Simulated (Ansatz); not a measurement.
An input for Ansatz 0.2.0 (Te (P3_121)):

```yaml
crystal:
  lattice:
    - [4.4572, 0.0, 0.0]
    - [-2.2286, 3.8600484297, 0.0]
    - [0.0, 0.0, 5.929]
  atoms:
    - { symbol: Te, position: [0.2633, 0.0, 0.3333333333] }
    - { symbol: Te, position: [0.0, 0.2633, 0.6666666667] }
    - { symbol: Te, position: [0.7367, 0.7367, 0.0] }
kpoints:
  mp_grid: { grid: [6, 6, 4] }
hamiltonian:
  xc: pbe
  pseudopotentials: { kind: paw, azcp: { folder: soft_1 } }
scf:
  occupations: { method: fixed }
gw:
  n_empty_bands: 425
  ecut_chi: 50
  qp_bands: [v2, c2]
  qp_kpoints: band_edges
  screening: { model: contour_deformation }
```

```sh
ansatz run input.yaml --threads 2 --pin off --max-ram 92160MiB --backend cuda --events-out ev --progress --plain --runs-dir out --devices 1 --max-vram 13GiB
```

Question: How long will it take on 1 × NVIDIA H100 80GB HBM3 (shared by 6 runs) with 2 threads of AMD EPYC 7R13 (Zen 3), shared host, and how much memory?

It took 26 s; on shared hardware allow 13 s to 52 s. Peak host memory was 1.7 GiB. The sizes that set the cost: 2017 plane waves a state, 24 irreducible k points, 449 bands summed, 97 plane waves in the screening and 7 SCF cycles.

The screening grows as filled bands × empty bands × pairs of k points, times the square of the screening basis for the matrix.

[Paths, hosts, dates, memory and timing lines, banners, echoed tables and standing remarks are left out of the program output.]

[Logs are printed without paths, hosts, clocks, repeated set-up lines and the standing remarks that a program may print on its own settings, such as how far it seeks lower states.]

[Runs of the session that timed out or met a known fault of the program may be left out.]

[Cells called generated may have been cut or substituted from an entry of the Crystallography Open Database or the Materials Project.]

[Hosts, paths, dates, database ids (printed as entryN), source tags and the programs' standing remarks are cut or masked in the printed files.]
